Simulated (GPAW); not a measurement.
**Dielectric function and optical constants of Zr**

Aim: the dielectric function of Zr, and the optical constants that follow from it.

Program: GPAW 26.7.0. Level of theory: DFT, PBE, plane-wave PAW (GPAW data sets), scalar-relativistic, RPA, optical limit. Results are calculated unless marked as measured.

### Step 1. The structure

The structure is hexagonal, space group P6_3/mmc (No. 194). The conventional cell has a = 3.232 Å, b = 3.232 Å, c = 5.147 Å, α = 90.00°, β = 90.00°, γ = 120.00°. Zr has 12 Zr at 3.18 to 3.23 Å nearest.

As a file:

```xyz
2
Lattice="3.2320 0.0000 0.0000 -1.6160 2.7990 0.0000 0.0000 0.0000 5.1470" Properties=species:S:1:pos:R:3 pbc="T T T"
Zr    1.6160    0.9330    3.8603
Zr    0.0000    1.8660    1.2868
```

### Step 2. Bands for the response

At the fixed density, many empty bands are solved on the mesh of the response, since the spectrum sums over them.

This step: DFT, PBE, plane-wave PAW (GPAW data sets), scalar-relativistic, bands at fixed density (GPAW 26.7.0).

nscf.py

```python
from ase.dft.bandgap import bandgap
from gpaw import GPAW, FermiDirac

calc = GPAW('gs.gpw').fixed_density(kpts={'size': (15, 15, 9), 'gamma': True}, nbands=54, convergence={'bands': 48},
                                    occupations=FermiDirac(0.05), txt='nscf.txt')
print('gap (eV)', bandgap(calc, output=None)[0])
print('direct gap (eV)', bandgap(calc, direct=True, output=None)[0])
print('top band over the Fermi level (eV)', min(calc.get_eigenvalues(kpt=k)[47] for k in range(len(calc.get_ibz_k_points()))) - calc.get_fermi_level())
calc.write('full.gpw', mode='all')
```

Command:

```sh
$ OMP_NUM_THREADS=1 python nscf.py
```

Numbers of over 12 decimals in the logs are rounded to 6 here.

What it wrote:

```text
Diagonalizing LCAO Hamiltonian
Converting LCAO to pw mode
convergence criteria:
- Maximum integral of absolute [eigenst]ate change: 4e-08 eV^2 / valence electron
maximum number of iterations: 150

SCF iterations
|iter     |      energy | eigst |  dens |
|iter:   1||             | +3.58 |       |
|iter:   2||             | +2.27 |       |
|iter:   3||             | +1.11 |       |
|iter:   4||             | -0.14 |       |
|iter:   5||             | -1.19 |       |
|iter:   6||             | -2.33 |       |
|iter:   7||             | -3.32 |       |
|iter:   8||             | -4.47 |       |
|iter:   9||             | -5.45 |       |
|iter:  10||             | -6.58 |       |
|iter:  11||             | -7.23 |       |
|iter:  12||             | -7.74c|       |
SCF steps: 12
  __  _  _
 | _ |_)|_||  |
 |__||  | ||/\| - 26.7.0

Versions:
  Python: 3.12.14
  ASE:    3.29.0
  Numpy:  2.5.5
  Scipy:  1.18.1
  Libxc:  7.0.0

Input parameters:
  mode=PW(ecut=500.0),
  convergence={'bands': 48},
  gpts=array([18, 18, 27]),
  kpts=MonkhorstPack(size=(15, 15, 9), gamma=True),
  maxiter=150,
  nbands=54,
  occupations=Occupations(name='fermi-dirac', width=0.05, fixmagmom=False),
  parallel={},
  xc=XC(name='PBE')

--- standard output ---
gap (eV) 0.0
direct gap (eV) 0.0
top band over the Fermi level (eV) 35.073790
```

Run time: 4 min. Hardware: 1 thread of Arm Neoverse V2, shared host; peak memory 0.41 GiB.

### Step 3. Dielectric function, RPA

Transitions between filled and empty bands, summed over the zone, give the optical response, so mesh, band count and broadening shape it.

The induced potential is part of this response.

This step: DFT, PBE, plane-wave PAW (GPAW data sets), scalar-relativistic, RPA, optical limit (GPAW 26.7.0).

df.py

```python
from gpaw.response.df import DielectricFunction

df = DielectricFunction('full.gpw', frequencies={'type': 'nonlinear', 'domega0': 0.03, 'omega2': 8},
                        ecut=50,
                        eta=0.15,
                        nbands=48,
                        rate=0.05,
                        txt='df.txt')
for direction in ['x', 'z']:
    df.get_dielectric_function(xc='RPA', direction=direction, filename=f'df_{direction}.csv')
```

Command:

```sh
$ OMP_NUM_THREADS=1 python df.py
```

What it wrote:

```text
Using integrator: PointIntegrator
NonLinearFrequencyDescriptor(from 0.000 to 88.070 eV, 529 points)
Nonperiodic BCs:  [False False False]
Using integrator: PointIntegrator
NonLinearFrequencyDescriptor(from 0.000 to 88.070 eV, 529 points)
Nonperiodic BCs:  [False False False]
Using integrator: PointIntegrator

Calculating chi0 body with:
    Ground state adapter containing:
    Number of spins: 1
    Number of kpoints: 2025
    Number of irreducible kpoints: 211
    Number of completely occupied states: 10
    Number of partially occupied states: 14

    Linear response parametrization:
    q_c: [0.0, 0.0, 0.0]
    Number of frequency points: 529
    Planewave cutoff: 50.0
    Number of bands: 48
    Number of planewaves: 35
    Broadening (eta): 0.15

Integrating chi0 body.

Symmetries of q_c:
    Direct symmetries (Uq -> q): 12
    Indirect symmetries (TUq -> q): 0
In total 12 allowed symmetries.

211 groups of equivalent kpoints. 89.580247% reduction.

Integral kind: spectral function

Calculating chi0 optical extensions with:
    Ground state adapter containing:
    Number of spins: 1
    Number of kpoints: 2025
    Number of irreducible kpoints: 211
    Number of completely occupied states: 10
    Number of partially occupied states: 14

    Linear response parametrization:
    Number of frequency points: 529
    Planewave cutoff: 50.0
    Number of bands: 48
    Number of planewaves: 35
    Broadening (eta): 0.15
Integrating chi0 head and wings.

Symmetries of q_c:
    Direct symmetries (Uq -> q): 12
    Indirect symmetries (TUq -> q): 0
In total 12 allowed symmetries.

211 groups of equivalent kpoints. 89.580247% reduction.

Integral kind: spectral function wings

Calculating drude chi0 with:
    Number of frequency points:529
    Plasma frequency decay rate: 0.05 eV

    Ground state adapter containing:
    Number of spins: 1
    Number of kpoints: 2025
    Number of irreducible kpoints: 211
    Number of completely occupied states: 10
    Number of partially occupied states: 14

Symmetries of q_c:
    Direct symmetries (Uq -> q): 12
    Indirect symmetries (TUq -> q): 0
In total 12 allowed symmetries.

211 groups of equivalent kpoints. 89.580247% reduction.

Integral kind: intraband
Plasma frequency:
[[3.22-0.j 0.  +0.j 0.  +0.j]
 [0.  +0.j 3.22-0.j 0.  +0.j]
 [0.  +0.j 0.  -0.j 3.29+0.j]]
```

Elapsed: 46 s, on 1 thread; peak memory 0.24 GiB.

The Im ε has structure finer than the step of the table below, so its rows give means over 0.5 eV, whole bins alone (the curve runs from 0.305 to 14.0 eV). Peaks (eV: height): E ∥ x 0.72: 46.9; E ∥ z 0.72: 73.7.

Sum at mesh points, not converged in k. Table of Im ε by photon energy; means over each step:

```
photon energy (eV)  E ∥ x  E ∥ z
               1.0   40.6   58.8
               1.5   32.2   45.4
               2.0   27.0   25.9
               2.5   21.3   17.5
               3.0   15.1   13.3
               3.5   10.9   10.9
               4.0   9.64   9.56
               4.5   8.87   8.28
               5.0   7.22   6.61
               5.5   5.13   5.16
               6.0   3.24   4.09
               6.5   2.43   2.91
               7.0   2.23   2.84
               7.5   2.78   2.54
               8.0   3.77   1.84
               8.5   2.46   1.24
               9.0   1.92   1.28
               9.5   2.46   2.01
              10.0   2.69   2.81
              10.5   2.21   2.58
              11.0   1.72   2.12
              11.5   1.44   1.51
              12.0   1.34   1.13
              12.5   1.16  0.824
              13.0  0.934  0.728
              13.5  0.734  0.788
```

Values under 1 per cm are given as 1; sum at mesh points, not converged in k. Table of absorption coefficient by photon energy:

```
photon energy (eV)  E ∥ x (1/cm)  E ∥ z (1/cm)
             0.492         1.9e5         2.4e5
             1.010         3.9e5         5.0e5
             1.486         5.6e5         7.4e5
             1.985         7.4e5         9.2e5
             2.508         9.4e5         9.2e5
             3.018         1.0e6         9.9e5
             3.510         1.0e6         1.1e6
             3.980         1.1e6         1.1e6
             4.516         1.2e6         1.2e6
             4.981         1.3e6         1.3e6
             5.515         1.3e6         1.3e6
             6.021         1.2e6         1.4e6
             6.494         1.1e6         1.2e6
             6.985         9.5e5         1.3e6
             7.496         9.0e5         1.2e6
             8.026         1.3e6         1.2e6
             8.516         1.3e6         1.1e6
             9.023         1.1e6         8.1e5
             9.483         1.1e6         8.0e5
            10.026         1.4e6         1.3e6
            10.519         1.4e6         1.4e6
            11.029         1.4e6         1.6e6
            11.479         1.3e6         1.4e6
            12.023         1.3e6         1.4e6
            12.504         1.3e6         1.3e6
            13.000         1.3e6         1.1e6
            13.512         1.1e6         1.1e6
```

The reflectivity at normal incidence has structure finer than the step of the table below, so its rows give means over 0.5 eV, whole bins alone (the curve runs from 0.305 to 14.0 eV). Peaks (eV: height): E ∥ x 5.92: 60.2, 8.33: 43.7, 11.10: 40.4, 13.17: 41.8; E ∥ z 11.94: 46.0.

Sum at mesh points, not converged in k. Table of reflectivity at normal incidence by photon energy; means over each step:

```
photon energy (eV)  E ∥ x (%)  E ∥ z (%)
               1.0       61.3       67.8
               1.5       59.3       67.8
               2.0       58.6       68.1
               2.5       59.5       61.7
               3.0       58.0       59.0
               3.5       54.5       56.0
               4.0       50.8       53.1
               4.5       51.9       54.9
               5.0       54.6       54.7
               5.5       57.2       54.8
               6.0       58.2       57.1
               6.5       50.1       53.1
               7.0       36.0       48.2
               7.5       25.7       47.2
               8.0       34.4       50.2
               8.5       41.7       46.3
               9.0       31.0       23.7
               9.5       24.3       15.8
              10.0       33.2       26.6
              10.5       36.2       30.8
              11.0       39.5       40.8
              11.5       35.5       41.3
              12.0       36.4       45.6
              12.5       36.4       44.8
              13.0       39.7       36.2
              13.5       35.2       29.1
```

The Im ε, E ∥ x has structure finer than the step of the table below, so its rows give means over 0.5 eV, whole bins alone (the curve runs from 0.305 to 14.0 eV). Peaks (eV: height): without local fields 0.72: 47.7; with local fields 0.72: 46.9.

Sum at mesh points, not converged in k. The Im ε, E ∥ x by photon energy; means over each step:

```
photon energy (eV)  without local fields  with local fields
               1.0                  41.4               40.6
               1.5                  32.8               32.2
               2.0                  27.7               27.0
               2.5                  21.2               21.3
               3.0                  15.0               15.1
               3.5                  11.1               10.9
               4.0                  9.72               9.64
               4.5                  8.90               8.87
               5.0                  7.22               7.22
               5.5                  5.07               5.13
               6.0                  3.19               3.24
               6.5                  2.41               2.43
               7.0                  2.24               2.23
               7.5                  2.79               2.78
               8.0                  3.72               3.77
               8.5                  2.40               2.46
               9.0                  1.87               1.92
               9.5                  2.51               2.46
              10.0                  2.71               2.69
              10.5                  2.16               2.21
              11.0                  1.65               1.72
              11.5                  1.39               1.44
              12.0                  1.32               1.34
              12.5                  1.16               1.16
              13.0                 0.936              0.934
              13.5                 0.728              0.734
```

The loss function −Im 1/ε at q → 0 has structure finer than the step of the table below, so its rows give means over 0.5 eV, whole bins alone (the curve runs from 0.305 to 14.0 eV). Peaks (eV: height): E ∥ x 7.44: 0.391, 9.09: 0.480; E ∥ z 9.09: 0.759.

Sum at mesh points, not converged in k. The loss function −Im 1/ε at q → 0 by energy loss; means over each step:

```
energy loss (eV)   E ∥ x   E ∥ z
             1.0  0.0228  0.0168
             1.5  0.0308  0.0215
             2.0  0.0370  0.0318
             2.5  0.0448  0.0479
             3.0  0.0581  0.0612
             3.5  0.0778  0.0746
             4.0  0.0917  0.0870
             4.5  0.0941  0.0901
             5.0  0.0983   0.103
             5.5   0.109   0.118
             6.0   0.136   0.124
             6.5   0.219   0.175
             7.0   0.353   0.210
             7.5   0.358   0.233
             8.0   0.243   0.262
             8.5   0.287   0.419
             9.0   0.446   0.725
             9.5   0.407   0.497
            10.0   0.328   0.347
            10.5   0.355   0.355
            11.0   0.394   0.325
            11.5   0.510   0.410
            12.0   0.531   0.449
            12.5   0.599   0.613
            13.0   0.659   0.942
            13.5   0.968    1.07
```

From ε follow the optical constants at some laser and lamp lines:

```
wavelength (nm)   n x    k x  R (%) x   1/α x   n z    k z  R (%) z   1/α z
           1550  5.51  4.070     62.6   30 nm  6.42  5.426     69.6   23 nm
            800  4.18  3.673     58.5   17 nm  4.60  5.084     67.8   13 nm
            633  3.73  3.693     58.6   14 nm  2.80  4.624     68.7   11 nm
            532  3.23  3.737     59.4   11 nm  2.44  3.832     63.2   11 nm
            365  1.89  2.993     56.3  9.7 nm  1.92  3.052     57.0  9.5 nm
            308  1.80  2.603     50.7  9.4 nm  1.76  2.711     53.0  9.0 nm
            248  1.44  2.585     54.5  7.6 nm  1.37  2.486     53.5  7.9 nm
```

A polished face would reflect 62 % of daylight and look light grey (CIE x = 0.317, y = 0.332 under D65).

### Step 4. Outcome

**Reading.** At this level (PBE, RPA) Zr is a metal. The mesh is too coarse to trust the carriers' weight, the reflectivity or the colour to better than tens of per cent. A polished face would reflect 62 % of daylight and look light grey (CIE x = 0.317, y = 0.332 under D65). The carriers' damping of 0.05 eV is typed, not computed; it shapes the response at the lowest energies. In this version of GPAW the matrix elements of the optical limit are incomplete, which can lower ε − 1 by up to a tenth where first-row anions or d states rule, and shift it by more in d metals. GPAW's carrier term has the form −ωp²/(ω + i·rate)², which damps like twice the rate and fails at low energy, so the curves leave the lowest energies out. The sum runs over mesh points 0.15 Å⁻¹ apart with no interpolation, so peaks are partly noise of the mesh, and the Drude plasma energy, a sum over the Fermi surface, isn't converged.

[Machine, clock and banner lines and Python warnings are left out of the logs.]

[Logs are printed without paths, hosts, clocks, repeated set-up lines and the standing remarks that a program may print on its own settings, such as how far it seeks lower states.]

[Hosts, paths, dates, database ids (printed as entryN), source tags and the programs' standing remarks are cut or masked in the printed files.]
